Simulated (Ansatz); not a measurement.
Consider GaN (P6_3mc).

The database entry behind the starting cell has ideal inner coordinates that were not refined, so it need not match the best structure at ambient conditions.

```xyz
4
Lattice="3.1900 0.0000 0.0000 -1.5950 2.7626 0.0000 0.0000 0.0000 5.1890" Properties=species:S:1:pos:R:3 pbc="T T T"
Ga    1.5950    0.9209    0.0000
Ga    0.0000    1.8417    2.5945
N     1.5950    0.9209    1.9459
N     0.0000    1.8417    4.5404
```

The cell and positions come from the Crystallography Open Database and are kept as given unless a step says otherwise.

Gaps computed with Ansatz 0.2.0 without a self-energy: PBE 1.89 eV, PBE+SOC 1.89 eV, HSE06 3.15 eV and HSE06+SOC 3.14 eV.

What gap should G0W0 on PBE give (12×12×6 mesh, 190 empty bands, screening to 150 eV, hard PAW files)?

About 3.04 eV: on its mesh the run moves the gap from 1.91 eV by +1.14 eV. Among the scalar-relativistic levels given, HSE06 is nearest (+0.11 eV). Bands and cutoff are finite, so the gap is not at the basis limit. The miss can reach some tenths of an eV and take either sign; the mesh is an error of its own. The many-body steps are scalar-relativistic: spin-orbit coupling is not in them.

[Paths, hosts, dates, memory and timing lines, banners, echoed tables and standing remarks are left out of the program output.]

[Logs are printed without paths, hosts, clocks, repeated set-up lines and the standing remarks that a program may print on its own settings, such as how far it seeks lower states.]

[Runs of the session that timed out or met a known fault of the program may be left out.]

[Cells called generated may have been cut or substituted from an entry of the Crystallography Open Database or the Materials Project.]

[Hosts, paths, dates, database ids (printed as entryN), source tags and the programs' standing remarks are cut or masked in the printed files.]
